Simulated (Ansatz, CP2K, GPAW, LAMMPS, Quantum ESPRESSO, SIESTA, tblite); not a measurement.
# Codes compared on glassy 77SiO2-6B2O3-8CaO-8MgO (mol %) (142 atoms)

Wanted: errors and costs of other methods on glassy 77SiO2-6B2O3-8CaO-8MgO (mol %) (142 atoms). A plane-wave run serves as the reference.

Main program and level: Ansatz 0.2.0; Kohn-Sham DFT, PBE, PAW, plane waves.

**1. The structure**

The cell holds 142 atoms: 37 Si, 6 B, 4 Ca, 4 Mg and 91 O. Its edges and angles: a = 12.161 Å, b = 12.161 Å, c = 12.161 Å, α = 90.0°, β = 90.0°, γ = 90.0°. 142 atoms (37 Si, 6 B, 4 Ca, 4 Mg, 91 O) placed at random at 2.31 g/cm³, melted at 3000 K for 20 ps at fixed volume with the Buckingham and Coulomb pair potential of Guillot and Sator (Geochim. Cosmochim. Acta 71, 1249 (2007)) with the boron terms of Wang et al. (J. Non-Cryst. Solids 498, 294 (2018)). Quenched from 3000 K to 300 K at 300 K/ps and fixed volume, held 10 ps at zero pressure.

**2. Plane-wave reference**

The PAW files are the set soft_2.

input.yaml reads:

```yaml
crystal:
  lattice:
    - [12.16067, 0.0, 0.0]
    - [0.0, 12.16067, 0.0]
    - [0.0, 0.0, 12.16067]
  atoms:
    - { symbol: Si, position: [0.29333, 0.51985, 0.58858] }
    - { symbol: Si, position: [0.74908, 0.85171, 0.94553] }
    - { symbol: Si, position: [0.01626, 0.26141, 0.86366] }
    - { symbol: Si, position: [0.94054, 0.7335, 0.80507] }
    [... 132 atom lines left out ...]
    - { symbol: O, position: [0.55274, 0.22501, 0.82471] }
    - { symbol: O, position: [0.42595, 0.42321, 0.07103] }
    - { symbol: O, position: [0.48115, 0.92995, 0.08911] }
    - { symbol: O, position: [0.36553, 0.94817, 0.27303] }
    - { symbol: O, position: [0.95156, 0.15012, 0.89818] }
    - { symbol: O, position: [0.18198, 0.8393, 0.0082] }
kpoints:
  mp_grid: { grid: [1, 1, 1] }
hamiltonian:
  xc: pbe
scf:
  occupations: { method: fermi_dirac, width: 0.05 }
output:
  forces: true
  eigenvalues: true
  populations: true
  stress: true
```

Started as:

```bash
ansatz run input.yaml --threads 4 --pin off --max-ram 15872MiB --backend cpu --events-out ev --progress --plain --runs-dir out
```

Numbers of over 12 decimals in the logs are rounded to 6 here.

The log of the run:

```text
[...]
Pseudopotentials: kind: paw
Pseudopotential: Si, paw, valence charge 4, recommended cutoff 420 eV (normal), Si.paw.azcp
Pseudopotential: B, paw, valence charge 3, recommended cutoff 420 eV (normal), B.paw.azcp
Pseudopotential: Ca, paw, valence charge 10, recommended cutoff 420 eV (normal), Ca.paw.azcp
Pseudopotential: Mg, paw, valence charge 10, recommended cutoff 420 eV (normal), Mg.paw.azcp
Pseudopotential: O, paw, valence charge 6, recommended cutoff 420 eV (normal), O.paw.azcp
[... 5 lines on functional and potentials left out ...]
Crystal: 142 atoms, lattice volume = 1798.343 Å³
Basis set: ecut = 420 eV, 35033 PW (Γ), exchange–correlation on 180×180×180 points (8 copies of the dense FFT grid, shifted against one another)
Bands: 538, of which v1, the nominal top of the filled ones, is band 396 counted from 1 (395 counted from 0)
Symmetry: 1 space group operations
Space group: P1 (ITA 1), of the structure as read, at distance tolerance 1.2e-4 Å
k-points: 1
[... 11 lines on functional and potentials left out ...]
Initial density: superposition of atomic densities (neutral atoms: chi_scale 0, normalization atom), corrected by the library's trained network
Initial wavefunctions: pseudopotential atomic-orbital guess
[...]
SCF iter   1: F=—  HF=-91199.899834 eV  |F-HF|=—  |Δ(HF+E_count)|=         —  Δρ=3.45e-3  dr2=3.73e-1  ethr=1.77e-3  ⟨swp⟩=7.0  Hψ=2790  notcnv=0  defer=117
preconditioner: auto → Resta (q_TF=auto, 2.380 Å⁻¹)  ε∞=3.2  [insulator: Δε(μ)=2.755 eV  Ē_g=16.101 eV  σ=0.050 eV  W_gap=1.00  n_scr=436 (ndim 8)  ℏωp=24.0 eV  f_vac=0.140  D(μ)=0.00/eV (n_scr^D=0)  ε∞_Penn≈3.2]
[...]
SCF iter   9: F=—  HF=-91199.813129 eV  |F-HF|=—  |Δ(HF+E_count)|=   5.99e-7  Δρ=3.15e-6  dr2=1.85e-7  ethr=1.42e-10  ⟨swp⟩=3.0  Hψ=800  notcnv=0  defer=135
SCF iter  10: F=-91199.813129 eV  HF=-91199.813129 eV  |F-HF|=4.35e-9  |Δ(HF+E_count)|=   8.66e-8  Δρ=1.67e-6  dr2=4.46e-8  ethr=1.26e-11  ⟨swp⟩=17.0  Hψ=3487  notcnv=0
SCF 1 converged in 10 iterations: F = -91199.813129 eV  dr2 = 4.46e-8
[...]
SCF converged after 10 iterations
Free energy (F): -91199.813129 eV
Harris-Foulkes:  -91199.813129 eV  (|F-HF|=4.35e-9)
Internal energy: -91199.813129 eV  (E = F + TS)
E sigma→0 (E₀):  -91199.813129 eV
Fermi energy:    6.673779 eV
--- Per-component energies (eV) ---
[...]
Σ components = -91199.813129   (vs F -91199.813129, Δ=0.00e0)
--- Forces (eV/Å), atoms counted from 1 ---
  atom   1  Si     0.17895460     1.48553300    -1.77623711
  atom   2  Si     4.94134896     2.16396543     2.34445304
  atom   3  Si     0.58637357    -1.62563473     0.35676983
  atom   4  Si    -2.02030298    -0.65716770     1.27024360
[...]
atom 142  O     -0.86028687    -0.08709770    -0.00167347
  max |Σ_I F_I| component: 1.03e-4 eV/Å
--- Stress (GPa, compression-positive) ---
        1.683363      -0.518149       0.592557
       -0.518147       3.250403       0.009664
        0.592557       0.009664      -0.974930
  P = ⅓ Tr σ = 1.3196 GPa (13.196 kbar)
--- Band table (eV) ---
  k-point 0: bands = ["-69.6743", "-69.5947", "-69.3348", "-69.1479", [... 522 levels ...], "13.9530", "13.9909", "13.9996", "14.0324", "14.0581", "14.1062", "14.1612", "14.1851", "14.2154", "14.2472", "14.2739", "14.3218"]
--- Löwdin populations: 142 sites ---
  site symbol       q [e]
     0     Si      2.2423
     1     Si      2.2255
     2     Si      2.2330
[...]
141      O      6.7636
  spilling = 0.012908 (of n_electrons = 792.000000)
```

Run time: 50 s. Hardware: 4 threads of Arm Neoverse V1, shared host; peak memory 2.8 GiB.

Reading the cycles: dr2 is the Hartree energy of the density residual (eV), the measure of convergence; HF is the Harris–Foulkes estimate of the energy, which meets the free energy F at convergence.

The run gave:

```yaml
free_energy: -91199.8131 eV
free_energy_per_atom: -642.2522 eV/atom
scf_cycles: 10
pressure: 1.32 GPa
r_m_s_force_component: 1.165 eV/Å
longest_force: 5.882 eV/Å
fermi_energy: 6.674 eV
spacing_of_highest_filled_and_lowest_empty_level: 2.098 eV
spilling_of_the_projection: 0.01291
```

Neighbours are counted within 2.08 Å (O-Si), 1.83 Å (O-B), 2.88 Å (O-Ca), 2.42 Å (O-Mg).

Length of the force by element and coordination:

| element | coordination | atoms | mean length of the force (eV/Å) | spread | least | most |
| --- | --- | --- | --- | --- | --- | --- |
| B | all | 6 | 2.21 | 0.411 | 1.37 | 2.63 |
| B | 3 | 3 | 2.50 | 0.0948 | 2.41 | 2.63 |
| B | 4 | 3 | 1.91 | 0.395 | 1.37 | 2.30 |
| Ca | all | 4 | 1.86 | 0.557 | 0.956 | 2.40 |
| Mg | all | 4 | 2.10 | 0.882 | 0.879 | 3.37 |
| Mg | 4 | 3 | 2.50 | 0.616 | 1.99 | 3.37 |
| Mg | 5 | 1 | 0.879 | 0 | 0.879 | 0.879 |
| O | all | 91 | 1.48 | 0.568 | 0.362 | 2.95 |
| O | 2 | 63 | 1.42 | 0.597 | 0.362 | 2.95 |
| O | 3 | 28 | 1.63 | 0.465 | 0.629 | 2.55 |
| Si | all | 37 | 2.54 | 1.09 | 0.667 | 5.88 |

Löwdin charges by element and coordination (they lack the spilled electrons, 0.072 e an atom on average):

```csv
element,coordination,atoms,mean charge (e),spread,least,most
B,all,6,0.599,0.055,0.545,0.679
B,3,3,0.632,0.0612,0.545,0.679
B,4,3,0.567,0.0134,0.553,0.585
Ca,all,4,1.78,0.0112,1.77,1.79
Mg,all,4,1.65,0.0174,1.63,1.68
Mg,4,3,1.64,0.0073,1.63,1.64
Mg,5,1,1.68,0,1.68,1.68
O,all,91,-0.788,0.0979,-1.05,-0.580
O,2,63,-0.772,0.0889,-1.02,-0.580
O,3,28,-0.826,0.106,-1.05,-0.622
Si,all,37,1.75,0.0363,1.64,1.80
```

The levels nearest the highest filled one (over half full), pooled over k-points and spins:

```
level less the highest filled one (eV)  occupation
                                 -1.30           2
                                 -1.20           2
                                 -1.14           2
                                 -1.07           2
                                -0.633           2
                                     0           2
                                  2.10           0
                                  2.80           0
                                  3.14           0
                                  3.35           0
                                  3.39           0
                                  3.49           0
```

**3. Local order**

Density 2.60 g/cm³, 12.66 Å³ an atom.

g(r), total and by pair (bins of 0.2 Å):

| r (Å) | total | O-O | O-Si | O-B | O-Ca | O-Mg | Si-Si |
| --- | --- | --- | --- | --- | --- | --- | --- |
| 1.30 | 0.26 | 0.00 | 0.00 | 4.85 | 0.00 | 0.00 | 0.00 |
| 1.50 | 0.96 | 0.00 | 1.46 | 8.62 | 0.00 | 0.00 | 0.00 |
| 1.70 | 3.44 | 0.00 | 10.31 | 0.00 | 0.00 | 0.00 | 0.00 |
| 1.90 | 0.09 | 0.00 | 0.00 | 0.00 | 0.00 | 2.60 | 0.00 |
| 2.10 | 0.17 | 0.00 | 0.00 | 0.00 | 0.00 | 4.70 | 0.00 |
| 2.30 | 0.31 | 0.41 | 0.04 | 0.00 | 2.86 | 0.78 | 0.00 |
| 2.50 | 1.08 | 2.14 | 0.00 | 0.00 | 3.80 | 0.62 | 0.00 |
| 2.70 | 1.54 | 3.37 | 0.09 | 0.37 | 1.08 | 0.00 | 0.14 |
| 2.90 | 0.87 | 1.16 | 0.17 | 0.15 | 0.45 | 0.24 | 1.96 |
| 3.10 | 0.86 | 0.74 | 0.46 | 0.54 | 0.42 | 0.80 | 3.38 |
| 3.30 | 0.92 | 0.81 | 0.97 | 1.20 | 0.91 | 0.55 | 1.19 |
| 3.50 | 0.87 | 0.66 | 1.06 | 1.30 | 0.16 | 1.78 | 0.25 |
| 3.70 | 0.92 | 0.61 | 1.46 | 1.13 | 0.86 | 1.15 | 0.15 |
| 3.90 | 1.04 | 0.70 | 1.41 | 2.25 | 1.15 | 0.93 | 0.41 |
| 4.10 | 1.15 | 0.66 | 1.75 | 1.64 | 1.07 | 1.62 | 0.99 |
| 4.30 | 1.20 | 0.93 | 1.64 | 1.06 | 0.66 | 1.16 | 1.31 |
| 4.50 | 0.89 | 0.89 | 0.72 | 0.83 | 1.96 | 1.55 | 0.82 |
| 4.70 | 1.06 | 1.43 | 0.65 | 0.53 | 1.15 | 0.71 | 1.38 |
| 4.90 | 1.06 | 1.28 | 0.74 | 0.92 | 1.48 | 0.73 | 1.18 |
| 5.10 | 1.13 | 1.42 | 0.84 | 0.56 | 0.84 | 0.23 | 1.85 |
| 5.30 | 0.90 | 1.10 | 0.74 | 0.66 | 0.84 | 0.42 | 0.85 |
| 5.50 | 1.00 | 0.97 | 1.04 | 0.69 | 0.91 | 1.17 | 1.25 |
| 5.70 | 1.00 | 0.87 | 1.13 | 1.33 | 0.48 | 1.21 | 1.12 |
| 5.90 | 0.96 | 0.90 | 1.05 | 1.43 | 0.56 | 1.01 | 0.69 |

Bonds by pair of elements; cutoffs follow the first minimum of g(r), held within bounds set by covalent radii, and pairs that aren't listed don't count as bonded:

```
pair A-B  cutoff (Å)  bonds  mean length (Å)  spread (Å)  shortest (Å)  B about A  A about B
    O-Si        2.08    148             1.64       0.031          1.54       1.63          4
     O-B        1.83     21             1.44       0.046          1.38      0.231        3.5
    O-Ca        2.88     24             2.47       0.126          2.29      0.264          6
    O-Mg        2.42     17             2.04       0.093          1.91      0.187       4.25
```

How many atoms have how many bonded neighbours:

```csv
element,mean,2,3,4,5,6
B,3.5,0,3,3,0,0
Ca,6,0,0,0,0,4
Mg,4.25,0,0,3,1,0
O,2.31,63,28,0,0,0
Si,4,0,0,37,0,0
```

Oxygen atoms by the number of network formers (Si, P, Ge, B, Al, As, Ga) bound to them:

```csv
network formers bound to O,O atoms,per cent
0,0,0
1,13,14.3
2,78,85.7
```

Network units: each former by its oxygen neighbours and how many of them bridge to another former:

```
former  O neighbours  bridging O  atoms
    Si             4           2      1
    Si             4           3      8
    Si             4           4     28
     B             3           1      1
     B             3           3      2
     B             4           3      1
     B             4           4      2
```

Rings of the network by King's shortest-path rule, up to 12 atoms, one path for each pair of neighbours; H, halogens, alkali and alkaline-earth atoms are left out, and the last column divides by all other atoms, bonded or not:

| ring size (atoms) | rings | per network atom |
| --- | --- | --- |
| 6 | 2 | 0.015 |
| 8 | 8 | 0.06 |
| 10 | 12 | 0.09 |
| 12 | 7 | 0.052 |

**4. The ladder**

The programs:
- CP2K 2026.2: Gaussian basis with GTH pseudopotentials and a plane-wave density; labels give functional, basis (MOLOPT sets; SR short-range, UZH the newer set with its own potentials), grid cutoff/relative cutoff and solver (OT: orbital transformation; TRS4, TC2, SIGN: linear-scaling purification with its sparsity filter), or its built-in tight binding.
- GPAW 26.7.0: PAW with atomic orbitals (LCAO), plane waves or a real-space grid of spacing h.
- Quantum ESPRESSO 7.5: plane waves; labels (QE) give functional, pseudopotential set and cutoffs of waves/density.
- SIESTA 5.4.2: numerical atomic orbitals, whose automatically made sets are far from complete, with PseudoDojo norm-conserving potentials that we converted to its format (checked against plane waves on the same files for H, C, O, Si, Ge and Ca alone); labels give functional, basis size, energy shift and mesh cutoff.
- tblite 0.8.0: extended tight binding, driven from Python.

All use the same cell and atoms; the electronic-structure runs use the same k-mesh, and an electronic temperature of 580 K (0.05 eV) where levels are smeared.

Differences are against the plane-wave reference, forces as r.m.s. over components; share is that over the reference's r.m.s. force, slope the least-squares factor from reference forces to these. Total energies of different programs have different zeros and aren't compared.

```csv
run,"Δ force, r.m.s. (meV/Å)",share (%),slope,Δ pressure (GPa),Δ gap (eV),cores,CPU time,memory (GiB)
reference,-,-,-,-,-,4,3.2 min,2.8
"CP2K GFN1-xTB, OT DIIS",870,74.7,0.691,-14.0,-,1,15 s,0.55
"CP2K PBE, DZVP-MOLOPT-SR, 1200/60 Ry, TRS4 filter 1e-05, SCF 1e-06",120,10.3,1.028,0.500,-,2,11 min,6.2
"CP2K PBE, DZVP-UZH, 1200/60 Ry, OT DIIS",109,9.37,1.026,0.566,-0.0935,2,30 min,6.2
"GPAW PBE, LCAO dzp, h 0.18 Å",333,28.6,1.098,-,-0.196,2,7.7 min,3.2
"GPAW PBE, LCAO sz(dzp), h 0.18 Å (coarse)",1030,88.4,1.085,-,-0.775,1,1.7 min,1.9
"QE PBE, sssp-1.3.0-efficiency, 60/480 Ry",28.8,2.47,1.007,0.106,-0.0194,4,30 min,7.4
"SIESTA PBE, DZP, shift 0.01 Ry, mesh 500 Ry",231,19.8,1.075,2.64,-0.206,4,12 min,4.0
"SIESTA PBE, SZ, shift 0.01 Ry, mesh 500 Ry (coarse)",1020,87.6,1.178,20.7,-1.17,1,3.5 min,1.6
"SIESTA PBE, SZ, shift 0.02 Ry, mesh 500 Ry (coarse)",840,72.1,1.194,12.8,-1.27,1,2.9 min,1.4
tblite GFN1-xTB,632,54.2,0.687,4.10,-,1,11 s,0.17
```

Rows marked coarse were listed beforehand as settings not expected to be converged; some can still land near the reference.

CPU time is summed over cores on a shared host, where runs went side by side, so it is rough. Symmetry, cutoffs, thresholds, outputs and thread counts weren't matched or tuned between programs; memory under MPI is the largest rank's times the ranks.

Mean charges by element (e), by run and scheme:

```csv
run,scheme,Si,B,Ca,Mg,O
reference,Löwdin,+1.75,+0.60,+1.78,+1.65,-0.79
"CP2K GFN1-xTB, OT DIIS",Mulliken,+1.01,+0.99,+1.88,+0.92,-0.60
"CP2K PBE, DZVP-MOLOPT-SR, 1200/60 Ry, TRS4 filter 1e-05, SCF 1e-06",Mulliken,+0.87,+0.42,+1.18,+1.35,-0.49
"CP2K PBE, DZVP-UZH, 1200/60 Ry, OT DIIS",Mulliken,+1.10,+0.49,+1.28,+1.37,-0.59
"CP2K PBE, DZVP-UZH, 1200/60 Ry, OT DIIS",Hirshfeld,+0.53,+0.25,+0.44,+0.52,-0.28
"SIESTA PBE, DZP, shift 0.01 Ry, mesh 500 Ry",Hirshfeld,+0.42,+0.18,+0.47,+0.45,-0.23
tblite GFN1-xTB,Mulliken,+0.46,+0.68,+0.44,+0.75,-0.28
```

The reference's Löwdin charges lack the electrons that the projection spills, 0.072 e an atom on average.

**5. Summary of results**

| Quantity | Value |
| --- | --- |
| reference r.m.s. force component | 1.16 eV/Å |
| nearest in forces | QE PBE, sssp-1.3.0-efficiency, 60/480 Ry, 2.5 % |
| farthest in forces | a tie at 88 % of 2 runs: GPAW PBE, LCAO sz(dzp), h 0.18 Å (coarse); SIESTA PBE, SZ, shift 0.01 Ry, mesh 500 Ry (coarse) |
| cheapest electronic-structure run beside the reference | tblite GFN1-xTB, 11 s of CPU time |

In words: PBE on plane waves or a grid with other potentials, cutoffs or grids, coarse settings apart, differs from the reference by 2.5 % (QE PBE, sssp-1.3.0-efficiency, 60/480 Ry) of the r.m.s. force; this holds the reference's own error, so differences of a few per cent don't tell which side is nearer the exact PBE result (QE's 60 Ry are 816 eV, against the reference's 420 eV). The PBE runs in local orbitals, coarse settings apart, differ by 9.4 % (CP2K PBE, DZVP-UZH, 1200/60 Ry, OT DIIS) to 29 % (GPAW PBE, LCAO dzp, h 0.18 Å); basis, grid and potentials can all enter. Tight binding differs by 54 % (tblite GFN1-xTB) to 75 % (CP2K GFN1-xTB, OT DIIS); it is another model, with fitted parameters of its own, and the xTB methods hold dispersion. Runs with settings chosen to be coarse differ by 72 % (SIESTA PBE, SZ, shift 0.02 Ry, mesh 500 Ry) to 88 % (GPAW PBE, LCAO sz(dzp), h 0.18 Å), their programs' other errors included. Of the electronic-structure runs that take under half the reference's CPU time, tblite GFN1-xTB comes nearest, at 54 % in 11 s against 3.2 min; its pressure misses by +4.1 GPa. At the same functional, gaps differ from the reference's 2.10 eV by between -1.27 and -0.02 eV. In pressure, SIESTA PBE, SZ, shift 0.01 Ry, mesh 500 Ry misses by +20.7 GPa, at the same functional. Charges hang on model, scheme and program or settings: among these rows the mean for Ca runs from +0.44 to +1.88 e. In the reference: filled and empty levels are parted by 2.10 eV (at Γ alone); a semilocal functional tends to put such gaps too low. In a disordered cell it changes from sample to sample, and tail or defect levels can set it. In the reference: mean Löwdin charges: B +0.60, Ca +1.78, Mg +1.65, O -0.79, Si +1.75 e (they miss 1.3 % of the electrons, so they add up to more than the cell's charge). Periodic xTB results under one method name differ between programs and library versions. The potentials hold different valence shells: 792 electrons in the reference, 760 in Quantum ESPRESSO with SSSP; this bears on time and differences. The quench rate of 300 K/ps is many orders above laboratory rates, so the cell is likely richer in defects and strain than a real sample. The network of bonds at the start is that of the classical potential that made the cell, and needn't be the one that DFT or experiment would give. The reference's stress is far from hydrostatic: its diagonal is 1.7, 3.3, -1.0 GPa, compression counted positive. The electronic-structure runs sample only Γ, in a cell whose shortest periodic width is 12 Å.

[Also dropped from logs without a mark: logging warnings of Python, and SIESTA's first energy breakdown and zero terms.]

[Logs are printed without paths, hosts, clocks, repeated set-up lines and the standing remarks that a program may print on its own settings, such as how far it seeks lower states.]

[Hosts, paths, dates, database ids (printed as entryN), source tags and the programs' standing remarks are cut or masked in the printed files.]
